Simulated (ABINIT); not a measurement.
Records of electronic-structure calculations.

```
A GW chain in ABINIT: CdS (Hawleyite)
1.0
     0.00000    2.91650    2.91650
     2.91650    0.00000    2.91650
     2.91650    2.91650    0.00000
Cd S
1 1
Direct
  0.00000 0.00000 0.00000
  0.25000 0.25000 0.25000
# method: RPA screening on PBE, plane waves, norm-conserving pseudopotentials (and 2 further levels or steps)
# program: ABINIT 10.8.3
# settings: cutoff 47 Ha, PseudoDojo scalar-relativistic 0.4.1 standard, norm-conserving, ngkpt (4, 4, 4), nband 58, ecuteps 3.9 Ha, inclvkb 2, shiftk (0, 0, 0), symchi 1, awtr 1, frequency ppm, 4×4×4 k-mesh
# cost: 5 runs, 9.5 min in all on 4 MPI ranks of Intel Xeon at 2.80GHz (Skylake/Cascade Lake), shared host
# notes: The cell and positions come from the Crystallography Open Database and are kept as given unless a step says otherwise. Limits: no spin-orbit coupling. The 4×4×4 mesh is coarse for this cell, which bears on the long-range parts of exchange and screening.
# PBE gap: 1.14 eV, direct
# G0W0 gap on the mesh: 2.03 eV
# GW settings: 4×4×4 mesh, 58 bands, screening to 106.1 eV, Godby-Needs plasmon pole
# known limits: short of the basis limit; no spin-orbit coupling; coarse k mesh
```

[Long decimals in the printed logs are rounded to 6 places.]

[Logs are printed without paths, hosts, clocks, repeated set-up lines and the standing remarks that a program may print on its own settings, such as how far it seeks lower states.]

[Paths, hosts, dates, memory and timing lines, banners, echoed tables and standing remarks are left out of the program output; an Ansatz launch command may be rebuilt from the run's recorded settings. Measured values are a selection of at most five: reports struck by readers or far from the other reports are left out. None is set beside runs whose start may be inverted or whose files or cutoffs have a known fault.]

[Runs of the session that timed out or met a known fault of the program may be left out.]

[Hosts, paths, dates, database ids (printed as entryN), source tags and the programs' standing remarks are cut or masked in the printed files.]

[G0W0 gaps are taken among the corrected bands and points alone; a level outside them can change the order at an edge.]

[Where Ansatz stands beside ABINIT at settings called matched, ABINIT's density can come from a denser mesh and the files from another edition; pairs whose starting gaps differed by over 0.03 eV were left out, so agreement reads better than it is.]
